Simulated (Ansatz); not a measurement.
# Se on Ta(110): change of the work function

How does Se on the hollow site change the work function of Ta(110) as the layer fills?

Program: Ansatz 0.2.0. Level of theory: plane-wave DFT, PBE, Ansatz PAW. Results are calculated unless marked as measured.

**1. The starting structure**

The cell holds 4 atoms: 4 Ta. Cell: a = 2.867 Å, b = 2.867 Å, c = 25.022 Å, α = 90.0°, β = 90.0°, γ = 70.5°. Vacuum lies along c.

As a file:

```cif
data_structure
_symmetry_space_group_name_H-M 'P 1'
_symmetry_Int_Tables_number 1
_cell_length_a 2.8665
_cell_length_b 2.8665
_cell_length_c 25.0216
_cell_angle_alpha 90.000
_cell_angle_beta 90.000
_cell_angle_gamma 70.529
_cell_volume 193.85
loop_
_atom_site_label
_atom_site_type_symbol
_atom_site_fract_x
_atom_site_fract_y
_atom_site_fract_z
_atom_site_occupancy
Ta1 Ta 0.00000 0.00000 0.35969 1
Ta2 Ta 0.50000 0.50000 0.45323 1
Ta3 Ta 0.00000 0.00000 0.54677 1
Ta4 Ta 0.50000 0.50000 0.64031 1
```

**2. The clean slab**

The bare slab comes first, as the zero from which every change is counted. The two lowest layers are held at bulk places and the upper ones relax. The dipole correction removes the false field that a one-sided slab makes across the periodic vacuum, so each face gets a flat vacuum level of its own.

Contents of input.yaml:

```yaml
crystal:
  lattice:
    - [2.3405234457, -1.655, 0.0]
    - [2.3405234457, 1.655, 0.0]
    - [0.0, 0.0, 25.0215703372]
  atoms:
    - { symbol: Ta, position: [0.0, 0.0, 0.3596896549] }
    - { symbol: Ta, position: [0.5, 0.5, 0.453229885] }
    - { symbol: Ta, position: [0.0, 0.0, 0.546770115] }
    - { symbol: Ta, position: [0.5, 0.5, 0.6403103451] }
kpoints:
  mp_grid: { grid: [12, 12, 1] }
hamiltonian:
  xc: pbe
scf:
  occupations: { method: fermi_dirac, width: 0.1 }
  convergence: { dr2_threshold: 1.0e-08 }
efield:
  axis: 3
  dipole_correction: true
  ramp_position: 0.97
  ramp_width: 0.06
relax:
  f_tol: 0.02
  max_steps: 60
  constraints: [{ sites: [0, 1] }]
output:
  write_potential: true
  write_density: true
  volumetric_format: npy
```

On the command line:

```
$ ansatz run input.yaml --threads 4 --pin off --max-ram 6144MiB --backend cpu --events-out ev --progress --plain --runs-dir out
```

Numbers of over 12 decimals in the logs are rounded to 6 here.

The program printed:

```text
Engine: ansatz 0.2.0, x86_64-unknown-linux-gnu
Pseudopotentials: kind: paw
Pseudopotential: Ta, paw, valence charge 13, recommended cutoff 420 eV (normal), Ta.paw.azcp
Functional definition: PBE
  parameter kappa = 0.804
  parameter beta = 0.066725
  exchange = pbe_x(kappa = kappa, mu = beta*pi^2/3)
  correlation = pbe_c(beta = beta)
Crystal: 4 atoms, lattice volume = 193.845 Å³
Basis set: ecut = 420 eV, 3793 PW (Γ), exchange–correlation on 40×40×360 points (8 copies of the dense FFT grid, shifted against one another)
Bands: 32, of which v1, the nominal top of the filled ones, is band 26 counted from 1 (25 counted from 0)
Symmetry: 4 space group operations
k-points: 43 of 144
Non-local potential: Ta, projectors of the file, l = 0: 3, l = 1: 2, l = 2: 2, l = 3: 1
PAW form: soft (Blöchl's): semilocal exchange-correlation on the pseudo side does not see the compensation charge
PAW one-centre angular grid: Ta, 590 points (default); XC on 64 Gauss nodes
Initial density: superposition of atomic densities (neutral atoms: chi_scale 0, normalization atom), corrected by the library's trained network
Initial wavefunctions: pseudopotential atomic-orbital guess
Functional: x = pbe(κ = 0.804, μ = 0.219515), c = pbe(β = 0.066725)
SCF iter   1: F=—  HF=-39726.805781 eV  |F-HF|=—  |Δ(HF+E_count)|=         —  Δρ=5.76e-3  dr2=1.31e0  ethr=1.77e-3  p=0.000 e·Å  D=1.48e-13 V/Å  ΔV_dip=-0.00 eV  dr2_dipole=3.97e-7  V_vac-E_F(+/−)=4.99/4.99 eV  ⟨swp⟩=7.2  Hψ=6700  notcnv=0
efield: sawtooth ramp at fractional position 0.9700 (set: `efield.ramp_position`, or a place that a band, a saddle search or an elastic batch's reference lends), width 0.0600; the density the first Hamiltonian is built on has a dipole p = 0.000 e·Å; the dipole correction subtracts the counter field D = 1.48e-13 V/Å, which shifts the + side's vacuum level by -0.00 eV against the − side's; the planar-averaged density in the ramp window peaks in size at 1.7e-5 e/Å³
preconditioner: auto → LDOS  [metal: Δε(μ)=0.027 eV  Ē_g=3.845 eV  σ=0.100 eV  W_gap=0.07  n_scr=16 (ndim 8)  ℏωp=11.9 eV  f_vac=0.544  D(μ)=5.69/eV (n_scr^D=18)  β→1.0]
SCF iter   2: F=—  HF=-39726.762829 eV  |F-HF|=—  |Δ(HF+E_count)|=   4.30e-2  Δρ=1.63e-3  dr2=8.36e-3  ethr=1.77e-3  p=0.000 e·Å  D=1.67e-5 V/Å  ΔV_dip=-0.00 eV  dr2_dipole=3.15e-7  V_vac-E_F(+/−)=4.81/4.81 eV  ⟨swp⟩=1.4  Hψ=1741  notcnv=0
SCF iter   3: F=—  HF=-39726.763829 eV  |F-HF|=—  |Δ(HF+E_count)|=   9.99e-4  Δρ=5.10e-4  dr2=2.77e-3  ethr=1.61e-5  p=0.000 e·Å  D=3.06e-6 V/Å  ΔV_dip=-0.00 eV  dr2_dipole=3.36e-9  V_vac-E_F(+/−)=4.83/4.83 eV  ⟨swp⟩=2.9  Hψ=2823  notcnv=0
SCF iter   4: F=—  HF=-39726.763794 eV  |F-HF|=—  |Δ(HF+E_count)|=   3.53e-5  Δρ=1.73e-4  dr2=1.10e-4  ethr=5.34e-6  p=0.000 e·Å  D=2.16e-6 V/Å  ΔV_dip=-0.00 eV  dr2_dipole=3.47e-12  V_vac-E_F(+/−)=4.82/4.82 eV  ⟨swp⟩=2.3  Hψ=2226  notcnv=0
SCF iter   5: F=—  HF=-39726.763803 eV  |F-HF|=—  |Δ(HF+E_count)|=   9.70e-6  Δρ=5.33e-5  dr2=4.45e-6  ethr=2.12e-7  p=0.000 e·Å  D=1.35e-6 V/Å  ΔV_dip=-0.00 eV  dr2_dipole=4.13e-11  V_vac-E_F(+/−)=4.81/4.81 eV  ⟨swp⟩=2.5  Hψ=2216  notcnv=0
SCF iter   6: F=—  HF=-39726.763676 eV  |F-HF|=—  |Δ(HF+E_count)|=   1.27e-4  Δρ=2.05e-5  dr2=1.62e-6  ethr=8.57e-9  p=0.000 e·Å  D=6.92e-7 V/Å  ΔV_dip=-0.00 eV  dr2_dipole=3.70e-13  V_vac-E_F(+/−)=4.81/4.81 eV  ⟨swp⟩=2.7  Hψ=2519  notcnv=0
SCF iter   7: F=—  HF=-39726.763677 eV  |F-HF|=—  |Δ(HF+E_count)|=   4.16e-7  Δρ=5.04e-6  dr2=4.42e-8  ethr=3.12e-9  p=0.000 e·Å  D=3.02e-7 V/Å  ΔV_dip=-0.00 eV  dr2_dipole=2.41e-12  V_vac-E_F(+/−)=4.81/4.81 eV  ⟨swp⟩=2.7  Hψ=2586  notcnv=0
SCF iter   8: F=-39726.763677 eV  HF=-39726.763677 eV  |F-HF|=1.95e-8  |Δ(HF+E_count)|=   7.50e-8  Δρ=1.58e-6  dr2=3.85e-9  ethr=1.92e-11  p=0.000 e·Å  D=1.31e-7 V/Å  ΔV_dip=-0.00 eV  dr2_dipole=1.16e-13  V_vac-E_F(+/−)=4.81/4.81 eV  ⟨swp⟩=10.9  Hψ=10426  notcnv=0
SCF 1 converged in 8 iterations: F = -39726.763677 eV  dr2 = 3.85e-9
  greatest PAW one-centre occupation: 0.999 electrons in one spin orbital (limit 2), on the Ta atom at site 0 (counted from 0), in its partial waves of l = 0
relax step   1: F+E_penalty+E_count = -39726.76367691 eV  Δ(F+E_penalty+E_count) = +0.000e0 eV  max|allowed force component| = 4.148e-1 eV/Å  Δτ_max = 0.0000 Å  (8 SCF iters, accepted)
Initial density: handed on by an earlier stage of this run
Initial wavefunctions: those handed on with the density
iter 1 solved again at ethr=2.39e-3 eV; its pass at ethr=3.10e-3 eV (dr2=1.24e0 eV) is discarded
SCF iter   1: F=—  HF=-39726.839724 eV  |F-HF|=—  |Δ(HF+E_count)|=         —  Δρ=9.90e-3  dr2=1.15e0  ethr=2.39e-3  p=0.000 e·Å  D=1.07e-6 V/Å  ΔV_dip=-0.00 eV  dr2_dipole=5.18e-3  V_vac-E_F(+/−)=4.85/4.85 eV  ⟨swp⟩=1.1  Hψ=5524  notcnv=0
efield: sawtooth ramp at fractional position 0.9700 (set: `efield.ramp_position`, or a place that a band, a saddle search or an elastic batch's reference lends), width 0.0600; the density the first Hamiltonian is built on has a dipole p = 0.000 e·Å; the dipole correction subtracts the counter field D = 1.07e-6 V/Å, which shifts the + side's vacuum level by -0.00 eV against the − side's; the planar-averaged density in the ramp window peaks in size at 9.3e-6 e/Å³
preconditioner: auto → LDOS  [metal: Δε(μ)=0.002 eV  Ē_g=3.957 eV  σ=0.100 eV  W_gap=0.00  n_scr=16 (ndim 8)  ℏωp=11.9 eV  f_vac=0.555  D(μ)=5.52/eV (n_scr^D=18)  β→1.0]
SCF iter   2: F=—  HF=-39726.769061 eV  |F-HF|=—  |Δ(HF+E_count)|=   7.07e-2  Δρ=5.59e-3  dr2=2.66e-1  ethr=2.21e-3  p=0.012 e·Å  D=1.12e-2 V/Å  ΔV_dip=-0.28 eV  dr2_dipole=6.71e-3  V_vac-E_F(+/−)=4.53/4.81 eV  ⟨swp⟩=3.0  Hψ=2184  notcnv=0
SCF iter   3: F=—  HF=-39726.745759 eV  |F-HF|=—  |Δ(HF+E_count)|=   2.33e-2  Δρ=1.82e-3  dr2=2.99e-2  ethr=5.11e-4  p=0.006 e·Å  D=5.53e-3 V/Å  ΔV_dip=-0.14 eV  dr2_dipole=1.11e-3  V_vac-E_F(+/−)=4.69/4.83 eV  ⟨swp⟩=3.1  Hψ=2953  notcnv=0
SCF iter   4: F=—  HF=-39726.742034 eV  |F-HF|=—  |Δ(HF+E_count)|=   3.73e-3  Δρ=4.37e-4  dr2=8.85e-4  ethr=5.74e-5  p=0.006 e·Å  D=5.97e-3 V/Å  ΔV_dip=-0.15 eV  dr2_dipole=2.49e-5  V_vac-E_F(+/−)=4.67/4.82 eV  ⟨swp⟩=2.3  Hψ=2120  notcnv=0
SCF iter   5: F=—  HF=-39726.742230 eV  |F-HF|=—  |Δ(HF+E_count)|=   1.97e-4  Δρ=1.47e-4  dr2=1.02e-4  ethr=1.70e-6  p=0.006 e·Å  D=5.82e-3 V/Å  ΔV_dip=-0.15 eV  dr2_dipole=1.04e-5  V_vac-E_F(+/−)=4.68/4.82 eV  ⟨swp⟩=2.2  Hψ=2055  notcnv=0
SCF iter   6: F=—  HF=-39726.742258 eV  |F-HF|=—  |Δ(HF+E_count)|=   2.78e-5  Δρ=4.67e-5  dr2=2.46e-5  ethr=1.96e-7  p=0.006 e·Å  D=5.53e-3 V/Å  ΔV_dip=-0.14 eV  dr2_dipole=6.37e-6  V_vac-E_F(+/−)=4.68/4.82 eV  ⟨swp⟩=2.4  Hψ=2093  notcnv=0
SCF iter   7: F=—  HF=-39726.742249 eV  |F-HF|=—  |Δ(HF+E_count)|=   9.06e-6  Δρ=1.67e-5  dr2=2.37e-6  ethr=4.73e-8  p=0.006 e·Å  D=5.42e-3 V/Å  ΔV_dip=-0.14 eV  dr2_dipole=1.75e-8  V_vac-E_F(+/−)=4.69/4.82 eV  ⟨swp⟩=2.3  Hψ=1815  notcnv=0
SCF iter   8: F=—  HF=-39726.742124 eV  |F-HF|=—  |Δ(HF+E_count)|=   1.25e-4  Δρ=4.56e-6  dr2=6.53e-8  ethr=4.55e-9  p=0.006 e·Å  D=5.34e-3 V/Å  ΔV_dip=-0.13 eV  dr2_dipole=2.51e-9  V_vac-E_F(+/−)=4.69/4.82 eV  ⟨swp⟩=2.0  Hψ=1829  notcnv=0
SCF iter   9: F=—  HF=-39726.742124 eV  |F-HF|=—  |Δ(HF+E_count)|=   6.06e-8  Δρ=1.58e-6  dr2=1.94e-8  ethr=1.92e-11  p=0.006 e·Å  D=5.32e-3 V/Å  ΔV_dip=-0.13 eV  dr2_dipole=5.13e-9  V_vac-E_F(+/−)=4.69/4.82 eV  ⟨swp⟩=11.3  Hψ=10969  notcnv=0
SCF iter  10: F=-39726.742124 eV  HF=-39726.742124 eV  |F-HF|=1.83e-9  |Δ(HF+E_count)|=   1.36e-8  Δρ=5.89e-7  dr2=1.35e-9  ethr=1.92e-11  p=0.006 e·Å  D=5.31e-3 V/Å  ΔV_dip=-0.13 eV  dr2_dipole=4.45e-10  V_vac-E_F(+/−)=4.69/4.82 eV  ⟨swp⟩=10.0  Hψ=9397  notcnv=0
SCF 2 converged in 10 iterations: F = -39726.742124 eV  dr2 = 1.35e-9
  greatest PAW one-centre occupation: 1.000 electrons in one spin orbital (limit 2), on the Ta atom at site 3 (counted from 0), in its partial waves of l = 0
relax step   2: F+E_penalty+E_count = -39726.74212440 eV  Δ(F+E_penalty+E_count) = +2.155e-2 eV  max|allowed force component| = 7.793e-1 eV/Å  Δτ_max = 0.1926 Å  (10 SCF iters, rejected (line search))
iter 1 solved again at ethr=8.38e-4 eV; its pass at ethr=3.10e-3 eV (dr2=4.36e-1 eV) is discarded
SCF iter   1: F=—  HF=-39726.815846 eV  |F-HF|=—  |Δ(HF+E_count)|=         —  Δρ=5.63e-3  dr2=4.24e-1  ethr=8.38e-4  p=0.006 e·Å  D=5.31e-3 V/Å  ΔV_dip=-0.13 eV  dr2_dipole=4.73e-3  V_vac-E_F(+/−)=4.67/4.80 eV  ⟨swp⟩=1.2  Hψ=4821  notcnv=0
efield: sawtooth ramp at fractional position 0.9700 (set: `efield.ramp_position`, or a place that a band, a saddle search or an elastic batch's reference lends), width 0.0600; the density the first Hamiltonian is built on has a dipole p = 0.006 e·Å; the dipole correction subtracts the counter field D = 5.31e-3 V/Å, which shifts the + side's vacuum level by -0.13 eV against the − side's; the planar-averaged density in the ramp window peaks in size at 5.6e-6 e/Å³
preconditioner: auto → LDOS  [metal: Δε(μ)=0.011 eV  Ē_g=3.847 eV  σ=0.100 eV  W_gap=0.03  n_scr=16 (ndim 8)  ℏωp=11.9 eV  f_vac=0.548  D(μ)=5.97/eV (n_scr^D=30)  β→1.0]
SCF iter   2: F=—  HF=-39726.790123 eV  |F-HF|=—  |Δ(HF+E_count)|=   2.57e-2  Δρ=3.00e-3  dr2=5.27e-2  ethr=8.15e-4  p=-0.002 e·Å  D=-1.66e-3 V/Å  ΔV_dip=0.04 eV  dr2_dipole=2.68e-3  V_vac-E_F(+/−)=4.86/4.82 eV  ⟨swp⟩=2.7  Hψ=2118  notcnv=0
SCF iter   3: F=—  HF=-39726.784844 eV  |F-HF|=—  |Δ(HF+E_count)|=   5.28e-3  Δρ=1.14e-3  dr2=1.41e-2  ethr=1.01e-4  p=0.002 e·Å  D=2.13e-3 V/Å  ΔV_dip=-0.05 eV  dr2_dipole=1.26e-3  V_vac-E_F(+/−)=4.77/4.82 eV  ⟨swp⟩=2.8  Hψ=2591  notcnv=0
SCF iter   4: F=—  HF=-39726.783327 eV  |F-HF|=—  |Δ(HF+E_count)|=   1.52e-3  Δρ=3.41e-4  dr2=1.45e-3  ethr=2.72e-5  p=0.002 e·Å  D=1.77e-3 V/Å  ΔV_dip=-0.04 eV  dr2_dipole=2.49e-4  V_vac-E_F(+/−)=4.77/4.82 eV  ⟨swp⟩=2.0  Hψ=1772  notcnv=0
SCF iter   5: F=—  HF=-39726.783267 eV  |F-HF|=—  |Δ(HF+E_count)|=   6.02e-5  Δρ=1.01e-4  dr2=7.32e-5  ethr=2.78e-6  p=0.002 e·Å  D=1.73e-3 V/Å  ΔV_dip=-0.04 eV  dr2_dipole=4.36e-6  V_vac-E_F(+/−)=4.77/4.82 eV  ⟨swp⟩=2.1  Hψ=1774  notcnv=0
SCF iter   6: F=—  HF=-39726.783246 eV  |F-HF|=—  |Δ(HF+E_count)|=   2.06e-5  Δρ=2.91e-5  dr2=2.16e-6  ethr=1.41e-7  p=0.002 e·Å  D=1.85e-3 V/Å  ΔV_dip=-0.05 eV  dr2_dipole=9.83e-8  V_vac-E_F(+/−)=4.77/4.82 eV  ⟨swp⟩=2.8  Hψ=2503  notcnv=0
SCF iter   7: F=—  HF=-39726.783127 eV  |F-HF|=—  |Δ(HF+E_count)|=   1.19e-4  Δρ=1.01e-5  dr2=3.49e-7  ethr=4.15e-9  p=0.002 e·Å  D=1.92e-3 V/Å  ΔV_dip=-0.05 eV  dr2_dipole=1.10e-8  V_vac-E_F(+/−)=4.77/4.82 eV  ⟨swp⟩=2.3  Hψ=2302  notcnv=0
SCF iter   8: F=—  HF=-39726.783127 eV  |F-HF|=—  |Δ(HF+E_count)|=   2.34e-7  Δρ=2.98e-6  dr2=4.09e-8  ethr=6.70e-10  p=0.002 e·Å  D=1.98e-3 V/Å  ΔV_dip=-0.05 eV  dr2_dipole=1.03e-10  V_vac-E_F(+/−)=4.77/4.82 eV  ⟨swp⟩=2.3  Hψ=2070  notcnv=0
SCF iter   9: F=-39726.783127 eV  HF=-39726.783127 eV  |F-HF|=3.33e-9  |Δ(HF+E_count)|=   3.84e-8  Δρ=1.03e-6  dr2=5.51e-9  ethr=1.92e-11  p=0.002 e·Å  D=1.99e-3 V/Å  ΔV_dip=-0.05 eV  dr2_dipole=6.08e-10  V_vac-E_F(+/−)=4.77/4.82 eV  ⟨swp⟩=10.8  Hψ=10451  notcnv=0
SCF 3 converged in 9 iterations: F = -39726.783127 eV  dr2 = 5.51e-9
relax step   3: F+E_penalty+E_count = -39726.78312741 eV  Δ(F+E_penalty+E_count) = -1.945e-2 eV  max|allowed force component| = 1.779e-2 eV/Å  Δτ_max = 0.0888 Å  (9 SCF iters, accepted)
NSCF: frozen V_eff on 43 k-points
the band table was solved once a step of the walk had ended and its energy, with any forces and stress, was formed, with the checks that follow a solve (7261 applications of the Hamiltonian). They found nothing against the state; the energy, forces and stress were not computed again (output.eigenvalues in the input reference)
WARN: The output density's exchange-correlation potential varies sharply where the density is thin. Do not read a vacuum level from v_tot or v_xc, or from such a field of the output density. On a cell that repeats whose density bears no net charge and no dipole along the vacuum's axis use v_es (v_loc + v_h of the components); under efield.dipole_correction with no amplitude use v_es + v_field, which holds any externa [...]
SCF converged after 9 iterations
Free energy (F): -39726.783127 eV
Harris-Foulkes:  -39726.783127 eV  (|F-HF|=3.33e-9)
Internal energy: -39726.594280 eV  (E = F + TS)
E sigma→0 (E₀):  -39726.688704 eV
Entropy (-TS):   -0.188848 eV (-47.212 meV/atom)
Fermi energy:    4.106388 eV
Dipole field:    D = 0.002028 V/Å  (p = 0.002172 e·Å, saw-weighted, corrected)
Work function:   Φ+ = 4.7668 eV   Φ− = 4.8176 eV
Levels:          The Fermi level and band energies are counted from a zero that moves with the ramp; work functions are not
--- Per-component energies (eV) ---
  E_band       = -1175.816872
  E_kinetic    = 1457.922002
  E_local      = -55624.544053  (includes V_loc(G=0)·N_el)
  E_nonlocal   = 59.651063
  E_hartree    = 27096.645873
  E_xc         = -870.143283
  E_vxc        = -811.251715  (∫ρ·V_xc dr)
  E_paw        = -33585.914433  (= ΣΔE_a)
  E_vpaw       = -450.895849  (= ΣTr[D̂ρ^β])
  E_aug_tail   = 0.000571  (compensation charges beyond the density's cutoff)
  E_efield     = 0.000002  (sawtooth field / dipole correction)
  E_vefield    = 0.002281  (∫n·V_field dr)
  E_ewald      = 21739.787978
  E_smearing   = -0.188848  (= −TS)
  E_closure    = 0.000000  (closes the sum)
  Σ components = -39726.783127   (vs F -39726.783127, Δ=0.00e0)
--- Forces (eV/Å), atoms counted from 1 ---
  atom   1  Ta     0.00000000     0.00000000     0.43128874
  atom   2  Ta     0.00000000     0.00000000    -0.43322346
  atom   3  Ta     0.00000000     0.00000000    -0.01585237
  atom   4  Ta     0.00000000     0.00000000     0.01778524
  max |Σ_I F_I| component: 1.84e-6 eV/Å
--- Band table (eV; the first three rows and the last of 43) ---
  k-point 0: bands = [... 22 lower, 3.5859, 3.8018, 3.9092, 4.4738, 4.5203, 4.6621, 5.1191, 5.3470, ... 2 higher]
  k-point 1: bands = [... 22 lower, 3.5025, 3.7840, 3.9078, 4.2606, 4.4534, 4.7338, 5.0508, 5.2065, ... 2 higher]
  k-point 2: bands = [... 22 lower, 3.3305, 3.6231, 3.8165, 3.9022, 4.1304, 4.4107, 5.2264, 5.4658, ... 2 higher]
  k-point 42: bands = [... 22 lower, 2.9030, 3.3565, 4.2352, 5.6752, 5.9858, 6.4812, 6.5254, 6.5718, ... 2 higher]
--- Relaxed structure (3 steps of the walk, 2 accepted, 0 SCFs on fresh bases) ---
  F+E_penalty+E_count = -39726.78312741 eV   max|allowed force component| = 1.779e-2 eV/Å
  atoms:
    - { symbol: Ta, position: [0.0, 0.0, 0.3596896549] }
    - { symbol: Ta, position: [0.5, 0.5, 0.453230] }
    - { symbol: Ta, position: [0.0, 0.0, 0.546866] }
    - { symbol: Ta, position: [0.5, 0.5, 0.636762] }
```

Wall time 15 s (4 threads of Intel Xeon Platinum 8488C (Sapphire Rapids), shared host); peak memory 0.6 GiB.

The steps of the relaxation:

```tsv
step	energy less that of the first step (eV)	largest force component (eV/Å)
1	0.0000	0.4148
2	0.0216	0.7793
3	-0.0194	0.0178
```

Relaxation step 2 was tried and not accepted.

The run keeps the 4 symmetry operations that it works with, so distortions that break them were not tested.

The atoms that moved most (Å):

```tsv
atom	dx	dy	dz	length
Ta4	0.000	0.000	-0.089	0.089
```

The relaxed structure:

```cif
data_structure
_symmetry_space_group_name_H-M 'P 1'
_symmetry_Int_Tables_number 1
_cell_length_a 2.8665
_cell_length_b 2.8665
_cell_length_c 25.0216
_cell_angle_alpha 90.000
_cell_angle_beta 90.000
_cell_angle_gamma 70.529
_cell_volume 193.85
loop_
_atom_site_label
_atom_site_type_symbol
_atom_site_fract_x
_atom_site_fract_y
_atom_site_fract_z
_atom_site_occupancy
Ta1 Ta 0.00000 0.00000 0.35969 1
Ta2 Ta 0.50000 0.50000 0.45323 1
Ta3 Ta 0.00000 0.00000 0.54687 1
Ta4 Ta 0.50000 0.50000 0.63676 1
```

This step gave:

```
energy at zero smearing        : -39726.6887 eV
work function, upper face      : 4.767 eV
work function, lower face      : 4.818 eV
dipole along the normal        : 0.002172 e·Å
step between the vacuum levels : -0.05074 eV
```

Running mean over 2.341 Å of the planar mean; the ramp of the sawtooth is left out. Electron's electrostatic potential energy less the Fermi level against z:

```tsv
z (Å)	electron's electrostatic potential energy less the Fermi level (eV)
3.5	4.82
4.0	4.82
4.5	4.81
5.0	4.80
5.5	4.76
6.0	4.62
6.5	4.21
7.0	2.96
7.5	-0.234
8.0	-5.19
8.5	-8.90
9.0	-10.1
9.5	-10.1
10.0	-10.0
10.5	-10.00
11.0	-9.98
11.5	-9.97
12.0	-9.96
12.5	-9.95
13.0	-9.96
13.5	-10.0
14.0	-10.3
14.5	-10.7
15.0	-10.9
15.5	-10.5
16.0	-10.1
16.5	-8.57
17.0	-4.55
17.5	0.305
18.0	3.18
18.5	4.25
19.0	4.60
19.5	4.72
20.0	4.75
20.5	4.76
21.0	4.77
21.5	4.77
```

The relaxation took 3 steps and lowered the energy by 0.019 eV; the largest force on the free atoms ends at 0.018 eV/Å.

The work function of the upper face is 4.77 eV.

[end of part 1 of 3]

[Logs are printed without paths, hosts, clocks, repeated set-up lines and the standing remarks that a program may print on its own settings, such as how far it seeks lower states.]

[Hosts, paths, dates, database ids (printed as entryN), source tags and the programs' standing remarks are cut or masked in the printed files.]

[Maps of the electrostatic potential energy from Ansatz leave out the sawtooth potential of an applied field or a dipole correction, so their vacuum need not be flat; planar profiles and work functions include it.]
